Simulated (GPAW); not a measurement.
# Screening of a field by Ca/Y(0001)

Aim: the dipole that a field along the normal induces in Ca/Y(0001).

Program: GPAW 26.7.0. Level of theory: GPAW, PAW setups; slab in vacuum. Results are calculated unless marked as measured.

This is a report of a sequence of runs, with most program output left out.

## Step 1: The structure

The cell holds 5 atoms: 4 Y and 1 Ca. Cell: a = 3.650 Å, b = 3.650 Å, c = 27.815 Å, α = 90.0°, β = 90.0°, γ = 60.0°. Vacuum lies along c.

Structure file:

```
Y Ca
1.0
     3.65000    0.00000    0.00000
     1.82500    3.16099    0.00000
     0.00000    0.00000   27.81492
Y Ca
4 1
Direct
  0.66667 0.66667 0.28762
  0.00000 0.00000 0.39069
  0.66667 0.66667 0.49377
  0.00000 0.00000 0.59685
  0.66667 0.66667 0.71238
```

## Step 2: Relaxation

The atoms are relaxed first, since the surface dipole, and with it the work function, follows the positions of the outer layers. The lowest 2 atoms are held at bulk positions and keep their forces.

run.py reads:

```python
import json
import numpy as np
from ase import Atoms
from ase.constraints import FixAtoms
from ase.optimize import BFGS
from gpaw import GPAW, PW

slab = Atoms(
    ['Y', 'Y', 'Y', 'Y', 'Ca'],
    positions=[
        [3.65000, 2.10733, 8.00000],
        [0.00000, 0.00000, 10.86707],
        [3.65000, 2.10733, 13.73415],
        [0.00000, 0.00000, 16.60122],
        [3.65000, 2.10733, 19.81492]],
    cell=[[3.65, 0.0, 0.0], [1.825, 3.16099, 0.0], [0.0, 0.0, 27.81492]],
    pbc=[True, True, False])

slab.calc = GPAW(mode=PW(400), xc='PBE', kpts={'size': (10, 10, 1), 'gamma': True},
                 occupations={'name': 'fermi-dirac', 'width': 0.1}, nbands='140%',
                 convergence={'density': 0.0001}, maxiter=200,
                 poissonsolver={'dipolelayer': 'xy'},
                 symmetry={'tolerance': 1e-3, 'extra_ids': [1, 1, 0, 0, 0]}, txt='slab.txt')
result = {}
slab.set_constraint(FixAtoms([0, 1]))
path = []
opt = BFGS(slab, maxstep=0.2)
opt.attach(lambda: path.append((slab.get_potential_energy(), slab.positions.tolist(), slab.get_forces().tolist())))
result['relaxed'] = bool(opt.run(fmax=0.05, steps=30))
result['path'] = path
energy = slab.get_potential_energy()
fermi = slab.calc.get_fermi_level()
v = slab.calc.get_electrostatic_potential().mean((0, 1)) - fermi
n = slab.calc.get_pseudo_density().mean((0, 1))
L = slab.cell[2, 2]
z = np.arange(len(v)) * L / len(v)
low, high = slab.positions[:, 2].min(), slab.positions[:, 2].max()
below, above = np.interp([low - 5.8, high + 5.8], z, v)
slopes = [np.interp(x, z, np.gradient(v, z)) for x in (low - 5.8, high + 5.8)]
eps = np.array([[slab.calc.get_eigenvalues(k, s) for k in range(len(slab.calc.get_ibz_k_points()))]
                for s in range(slab.calc.get_number_of_spins())]) - fermi
top, bottom = eps[eps < 0].max(), eps[eps > 0].min()
dipole = slab.get_dipole_moment()[2]
print(f'energy {energy:.4f} eV, Fermi level {fermi:.4f} eV, dipole {dipole:.5f} e A')
print(f'potential 5.8 A off the faces, from the Fermi level: lower {below:.4f} eV, upper {above:.4f} eV')
print(f'slope of the potential there: lower {slopes[0]:.5f}, upper {slopes[1]:.5f} eV/A')
print(f'nearest levels on the mesh: {top:.4f} and {bottom:.4f} eV')
print('magnetic moment', round(slab.get_magnetic_moment(), 3))
result.update(energy=energy, fermi=fermi, dipole=dipole, below=below, above=above, slopes=slopes, edges=[top, bottom],
              z=z.tolist(), v=v.tolist(), n=n.tolist(), positions=slab.positions.tolist(),
              forces=slab.get_forces(apply_constraint=False).tolist(), moments=slab.get_magnetic_moments().tolist())
json.dump(result, open('result.json', 'w'))
```

The run is started by

```
> OMP_NUM_THREADS=1 OPENBLAS_NUM_THREADS=1 python run.py
```

Wall time 8.5 min (1 thread of Arm Neoverse V2, shared host); peak memory 0.26 GiB.

The steps of the relaxation:

| step | energy less that of the first step (eV) | largest force (eV/Å) |
| --- | --- | --- |
| 1 | 0.0000 | 0.1661 |
| 2 | -0.0005 | 0.1589 |
| 3 | -0.0084 | 0.1163 |
| 4 | -0.0115 | 0.0543 |
| 5 | -0.0121 | 0.0360 |

The atoms that moved most (Å):

| atom | dx | dy | dz | length |
| --- | --- | --- | --- | --- |
| Ca5 | 0.000 | 0.000 | -0.109 | 0.109 |
| Y3 | 0.000 | 0.000 | 0.065 | 0.065 |
| Y4 | 0.000 | 0.000 | 0.042 | 0.042 |

The relaxed structure:

```
Y Ca
1.0
     3.65000    0.00000    0.00000
     1.82500    3.16099    0.00000
     0.00000    0.00000   27.81492
Y Ca
4 1
Direct
  0.66667 0.66667 0.28762
  0.00000 0.00000 0.39069
  0.66667 0.66667 0.49611
  0.00000 0.00000 0.59837
  0.66667 0.66667 0.70845
```

Numbers from this step:

```
dipole along the normal                    : 0.01214 e·Å
levels nearest the Fermi level on the mesh : -0.01436, 0.005432 eV from the Fermi level
upper work function                        : 3.176 eV
lower work function                        : 3.366 eV
```

The electrostatic potential energy of an electron (without an applied field's), less the Fermi level, planar mean oscillates, so the rows of the table below give means over windows of 2.88 Å about each position, cut where the curve ends. Its maxima inside the range that stand out by 2 % of the span (Å: eV): 9.5: 0.936, 12.4: 0.962, 15.2: 0.764, 18.2: 1.32. Its minima: 8.0: -17.6, 10.8: -17.2, 13.8: -17.4, 16.7: -17.4, 19.7: -14.1.

Electrostatic potential energy of an electron (without an applied field's), less the Fermi level, planar mean against z; means over each step:

| z (Å) | electrostatic potential energy of an electron (without an applied field's), less the Fermi level, planar mean (eV) |
| --- | --- |
| 1.44 | 3.36 |
| 4.32 | 3.27 |
| 7.20 | -5.70 |
| 10.08 | -6.28 |
| 12.96 | -6.18 |
| 15.84 | -6.45 |
| 18.72 | -4.47 |
| 21.60 | 0.903 |
| 24.48 | 3.16 |
| 27.36 | 3.18 |

The pseudo valence density, planar mean oscillates, so the rows of the table below give means over windows of 2.88 Å about each position, cut where the curve ends. Its maxima inside the range that stand out by 2 % of the span (Å: e/Å³): 8.0: 0.792, 10.9: 0.787, 13.8: 0.795, 16.7: 0.790, 19.8: 0.804. Its minima: 9.5: 0.103, 12.4: 0.0945, 15.2: 0.103, 18.3: 0.0737.

The pseudo valence density, planar mean by z; means over each step:

| z (Å) | pseudo valence density, planar mean (e/Å³) |
| --- | --- |
| 1.44 | 6.5e-6 |
| 4.32 | 0.00200 |
| 7.20 | 0.286 |
| 10.08 | 0.333 |
| 12.96 | 0.325 |
| 15.84 | 0.335 |
| 18.72 | 0.293 |
| 21.60 | 0.0503 |
| 24.48 | 2.7e-4 |
| 27.36 | 1.9e-6 |

The relaxation lowered the energy of the cell by 0.0121 eV (energies extrapolated to zero smearing; the optimiser's log prints free energies). The largest force left on a free atom is 0.036 eV/Å.

## Step 3: The slab's potential

The work function is the vacuum plateau of the electrostatic potential less the Fermi level; a dipole layer lets the two faces have plateaus of their own.

Edit run.py of step 2 so:

```diff
@@ -3,4 +3,2 @@
 from ase import Atoms
-from ase.constraints import FixAtoms
-from ase.optimize import BFGS
 from gpaw import GPAW, PW
@@ -12,5 +10,5 @@
         [0.00000, 0.00000, 10.86707],
-        [3.65000, 2.10733, 13.73415],
-        [0.00000, 0.00000, 16.60122],
-        [3.65000, 2.10733, 19.81492]],
+        [3.65000, 2.10733, 13.79930],
+        [-0.00000, -0.00000, 16.64370],
+        [3.65000, 2.10733, 19.70550]],
     cell=[[3.65, 0.0, 0.0], [1.825, 3.16099, 0.0], [0.0, 0.0, 27.81492]],
@@ -20,12 +18,6 @@
                  occupations={'name': 'fermi-dirac', 'width': 0.1}, nbands='140%',
-                 convergence={'density': 0.0001}, maxiter=200,
+                 convergence={'density': 1e-05}, maxiter=200,
                  poissonsolver={'dipolelayer': 'xy'},
-                 symmetry={'tolerance': 1e-3, 'extra_ids': [1, 1, 0, 0, 0]}, txt='slab.txt')
+                 symmetry={'tolerance': 1e-3}, txt='slab.txt')
 result = {}
-slab.set_constraint(FixAtoms([0, 1]))
-path = []
-opt = BFGS(slab, maxstep=0.2)
-opt.attach(lambda: path.append((slab.get_potential_energy(), slab.positions.tolist(), slab.get_forces().tolist())))
-result['relaxed'] = bool(opt.run(fmax=0.05, steps=30))
-result['path'] = path
 energy = slab.get_potential_energy()
```

It took 2.4 min on 1 thread; peak memory 0.27 GiB.

Numbers from this step:

```yaml
dipole_along_the_normal: 0.01210 e·Å
levels_nearest_the_fermi_level_on_the_mesh: -0.01434, 0.005413 eV from the Fermi level
upper_work_function: 3.177 eV
```

The electrostatic potential energy of an electron (without an applied field's), less the Fermi level, planar mean oscillates, so the rows of the table below give means over windows of 2.88 Å about each position, cut where the curve ends. Its maxima inside the range that stand out by 2 % of the span (Å: eV): 9.5: 0.936, 12.4: 0.962, 15.2: 0.764, 18.2: 1.32. Its minima: 8.0: -17.6, 10.8: -17.2, 13.8: -17.4, 16.7: -17.4, 19.7: -14.1.

Table of electrostatic potential energy of an electron (without an applied field's), less the Fermi level, planar mean by z; means over each step:

| z (Å) | electrostatic potential energy of an electron (without an applied field's), less the Fermi level, planar mean (eV) |
| --- | --- |
| 1.44 | 3.36 |
| 4.32 | 3.27 |
| 7.20 | -5.70 |
| 10.08 | -6.28 |
| 12.96 | -6.18 |
| 15.84 | -6.45 |
| 18.72 | -4.47 |
| 21.60 | 0.904 |
| 24.48 | 3.16 |
| 27.36 | 3.18 |

The pseudo valence density, planar mean oscillates, so the rows of the table below give means over windows of 2.88 Å about each position, cut where the curve ends. Its maxima inside the range that stand out by 2 % of the span (Å: e/Å³): 8.0: 0.792, 10.9: 0.787, 13.8: 0.795, 16.7: 0.790, 19.8: 0.804. Its minima: 9.5: 0.103, 12.4: 0.0945, 15.2: 0.103, 18.3: 0.0737.

Table of pseudo valence density, planar mean by z; means over each step:

z (Å), pseudo valence density, planar mean (e/Å³) and a bar:
```
     1.44      0.000 
     4.32      0.002 
     7.20      0.286 ##########################
    10.08      0.333 ##############################
    12.96      0.325 #############################
    15.84      0.335 ##############################
    18.72      0.293 ##########################
    21.60      0.050 #####
    24.48      0.000 
    27.36      0.000
```

Force by atom:

| atom | x (eV/Å) | y (eV/Å) | z (eV/Å) | size |
| --- | --- | --- | --- | --- |
| Y1 | 0.000 | 0.000 | 0.185 | 0.185 |
| Y2 | 0.000 | 0.000 | -0.086 | 0.086 |
| Y3 | 0.000 | 0.000 | -0.036 | 0.036 |
| Y4 | 0.000 | 0.000 | -0.029 | 0.029 |
| Ca5 | 0.000 | 0.000 | -0.033 | 0.033 |

The potential is flat to 0.001 eV/Å where it is read, so the vacuum is wide enough.

## Step 4: Field on

A uniform field along the normal polarises the slab; the atoms stay fixed, so this is the electronic response alone.

Edit run.py of step 3 so:

```diff
@@ -4,2 +4,3 @@
 from gpaw import GPAW, PW
+from gpaw.external import ConstantElectricField
 
@@ -20,2 +21,3 @@
                  poissonsolver={'dipolelayer': 'xy'},
+                 external=ConstantElectricField(-0.2, [0, 0, 1]),
                  symmetry={'tolerance': 1e-3}, txt='slab.txt')
```

The job ended after 8.3 min (1 thread; peak memory 0.5 GiB).

This step gave:

```yaml
dipole_along_the_normal: -0.2083 e·Å
levels_nearest_the_fermi_level_on_the_mesh: -0.01391, 0.005281 eV from the Fermi level
potential_below_the_slab_the_applied_field_s_own_ramp_left_out: 1.654 eV from the Fermi level
potential_above_the_slab_the_applied_field_s_own_ramp_left_out: 4.920 eV from the Fermi level
```

The electrostatic potential energy of an electron (without an applied field's), less the Fermi level, planar mean oscillates, so the rows of the table below give means over windows of 2.94 Å about each position, cut where the curve ends. Its maxima inside the range that stand out by 2 % of the span (Å: eV): 9.5: 0.0458, 12.4: 0.652, 15.2: 1.03, 18.2: 2.19, 26.7: 4.92. Its minima: 8.0: -18.8, 10.8: -17.8, 13.8: -17.4, 16.7: -16.8, 19.7: -13.0.

The electrostatic potential energy of an electron (without an applied field's), less the Fermi level, planar mean by z; means over each step:

| z (Å) | electrostatic potential energy of an electron (without an applied field's), less the Fermi level, planar mean (eV) |
| --- | --- |
| 1.47 | 1.76 |
| 4.41 | 1.56 |
| 7.35 | -7.29 |
| 10.29 | -6.92 |
| 13.23 | -6.30 |
| 16.17 | -5.87 |
| 19.11 | -3.58 |
| 22.05 | 3.67 |
| 24.99 | 4.91 |

Force by atom:

| atom | x (eV/Å) | y (eV/Å) | z (eV/Å) | size |
| --- | --- | --- | --- | --- |
| Y1 | 0.000 | 0.000 | 0.186 | 0.186 |
| Y2 | 0.000 | 0.000 | -0.090 | 0.090 |
| Y3 | 0.000 | 0.000 | -0.035 | 0.035 |
| Y4 | 0.000 | 0.000 | -0.039 | 0.039 |
| Ca5 | 0.000 | 0.000 | -0.022 | 0.022 |

The dipole is now -0.208 e Å, against 0.012 in the run without a field.

## Step 5: In a field

Edit run.py of step 4 so:

```diff
@@ -21,3 +21,3 @@
                  poissonsolver={'dipolelayer': 'xy'},
-                 external=ConstantElectricField(-0.2, [0, 0, 1]),
+                 external=ConstantElectricField(-0.1, [0, 0, 1]),
                  symmetry={'tolerance': 1e-3}, txt='slab.txt')
```

Wall time 7.8 min (1 thread); peak memory 0.5 GiB.

This step gave:

```yaml
dipole_along_the_normal: -0.09808 e·Å
levels_nearest_the_fermi_level_on_the_mesh: -0.01416, 0.005334 eV from the Fermi level
potential_below_the_slab_the_applied_field_s_own_ramp_left_out: 2.506 eV from the Fermi level
potential_above_the_slab_the_applied_field_s_own_ramp_left_out: 4.043 eV from the Fermi level
```

The electrostatic potential energy of an electron (without an applied field's), less the Fermi level, planar mean oscillates, so the rows of the table below give means over windows of 2.88 Å about each position, cut where the curve ends. Its maxima inside the range that stand out by 2 % of the span (Å: eV): 9.5: 0.491, 12.4: 0.807, 15.2: 0.900, 18.2: 1.76, 26.7: 4.05. Its minima: 8.0: -18.2, 10.8: -17.5, 13.8: -17.4, 16.7: -17.1, 19.7: -13.5.

Table of electrostatic potential energy of an electron (without an applied field's), less the Fermi level, planar mean by z; means over each step:

z (Å), electrostatic potential energy of an electron (without an applied field's), less the Fermi level, planar mean (eV) and a bar from the least value:
```
     1.44        2.6 ##########################
     4.32        2.4 #########################
     7.20       -6.4 #
    10.08       -6.7 
    12.96       -6.3 #
    15.84       -6.3 #
    18.72       -4.0 ########
    21.60        1.7 #######################
    24.48        4.0 ##############################
    27.36        4.0 ##############################
```

Force by atom:

| atom | x (eV/Å) | y (eV/Å) | z (eV/Å) | size |
| --- | --- | --- | --- | --- |
| Y1 | 0.000 | 0.000 | 0.186 | 0.186 |
| Y2 | 0.000 | 0.000 | -0.088 | 0.088 |
| Y3 | 0.000 | 0.000 | -0.036 | 0.036 |
| Y4 | 0.000 | 0.000 | -0.034 | 0.034 |
| Ca5 | 0.000 | 0.000 | -0.028 | 0.028 |

The dipole is now -0.0981 e Å, against 0.012 in the run without a field.

## Step 6: Field on

Edit run.py of step 5 so:

```diff
@@ -21,3 +21,3 @@
                  poissonsolver={'dipolelayer': 'xy'},
-                 external=ConstantElectricField(-0.1, [0, 0, 1]),
+                 external=ConstantElectricField(-0.05, [0, 0, 1]),
                  symmetry={'tolerance': 1e-3}, txt='slab.txt')
```

It took 7.9 min on 1 thread; peak memory 0.5 GiB.

## Step 7: In a field

Edit run.py of step 6 so:

```diff
@@ -21,3 +21,3 @@
                  poissonsolver={'dipolelayer': 'xy'},
-                 external=ConstantElectricField(-0.05, [0, 0, 1]),
+                 external=ConstantElectricField(0.05, [0, 0, 1]),
                  symmetry={'tolerance': 1e-3}, txt='slab.txt')
```

Wall time 7.9 min (1 thread); peak memory 0.5 GiB.

## Step 8: In a field

Edit run.py of step 7 so:

```diff
@@ -21,3 +21,3 @@
                  poissonsolver={'dipolelayer': 'xy'},
-                 external=ConstantElectricField(0.05, [0, 0, 1]),
+                 external=ConstantElectricField(0.1, [0, 0, 1]),
                  symmetry={'tolerance': 1e-3}, txt='slab.txt')
```

Elapsed: 6.7 min, on 1 thread; peak memory 0.51 GiB.

The dipole is now 0.122 e Å, against 0.012 in the run without a field.

## Step 9: Field on

Edit run.py of step 8 so:

```diff
@@ -21,3 +21,3 @@
                  poissonsolver={'dipolelayer': 'xy'},
-                 external=ConstantElectricField(0.1, [0, 0, 1]),
+                 external=ConstantElectricField(0.2, [0, 0, 1]),
                  symmetry={'tolerance': 1e-3}, txt='slab.txt')
```

The job ended after 7.5 min (1 thread; peak memory 0.51 GiB).

The electrostatic potential energy of an electron (without an applied field's), less the Fermi level, planar mean oscillates, so the rows of the table below give means over windows of 2.99 Å about each position, cut where the curve ends. Its maxima inside the range that stand out by 2 % of the span (Å: eV): 1.3: 5.12, 9.4: 1.83, 12.4: 1.27, 15.2: 0.494, 18.2: 0.445. Its minima: 8.0: -16.5, 10.9: -16.6, 13.8: -17.4, 16.7: -17.9, 19.7: -15.3.

Electrostatic potential energy of an electron (without an applied field's), less the Fermi level, planar mean against z; means over each step:

z (Å), electrostatic potential energy of an electron (without an applied field's), less the Fermi level, planar mean (eV) and a bar from the least value:
```
     1.50        5.0 ##############################
     4.49        4.9 ##############################
     7.48       -4.8 #####
    10.46       -5.4 ###
    13.46       -6.0 ##
    16.45       -6.7 
    19.44       -5.8 ##
    22.43        0.9 ####################
    25.42        1.5 #####################
```

The dipole is now 0.233 e Å, against 0.012 in the run without a field.

## Step 10: Field on

Edit run.py of step 9 so:

```diff
@@ -21,3 +21,3 @@
                  poissonsolver={'dipolelayer': 'xy'},
-                 external=ConstantElectricField(0.2, [0, 0, 1]),
+                 external=ConstantElectricField(0.3, [0, 0, 1]),
                  symmetry={'tolerance': 1e-3}, txt='slab.txt')
```

The job ended after 7.2 min (1 thread; peak memory 0.5 GiB).

The dipole is now 0.343 e Å, against 0.012 in the run without a field.

## Step 11: The series

The members are put on one axis.

This step: induced dipole against applied field (GPAW 26.7.0).

Dipole along the normal against field:

| field (V/Å) | dipole along the normal (e·Å) |
| --- | --- |
| -0.200 | -0.208 |
| -0.100 | -0.0981 |
| -0.050 | -0.0430 |
| 0.000 | 0.0121 |
| 0.050 | 0.0672 |
| 0.100 | 0.122 |
| 0.200 | 0.233 |
| 0.300 | 0.343 |

## Step 12: Results

- work function, upper and lower face: 3.177 and 3.366 eV
- dipole along the normal: 0.0121 e Å
- induced dipole per field: 1.10 e Å per V/Å
- out-of-plane polarisability per area, α/(ε0 A): 17.3 Å

What this shows: The field induces 1.10 e Å per V/Å, a polarisable thickness α/(ε0 A) of 17.3 Å beside 11.7 Å between the outermost nuclei. A perfect conductor would give the distance between its two image planes; a dielectric of thickness t gives t(1 - 1/ε). The two faces differ by 0.19 eV, the step that the slab's dipole makes (e p/(ε0 A) gives 0.19 eV), so the dipole layer is needed. The induced dipole is linear in the field over this range. The cell of 11.5 Å² holds one Ca, started on one chosen site; other sites and coverages weren't tried. The in-plane lattice was kept as typed, which isn't the functional's own and leaves some strain; spin-orbit coupling and temperature are left out.

[Logs are printed without paths, hosts, clocks, repeated set-up lines and the standing remarks that a program may print on its own settings, such as how far it seeks lower states.]

[Hosts, paths, dates, database ids (printed as entryN), source tags and the programs' standing remarks are cut or masked in the printed files.]
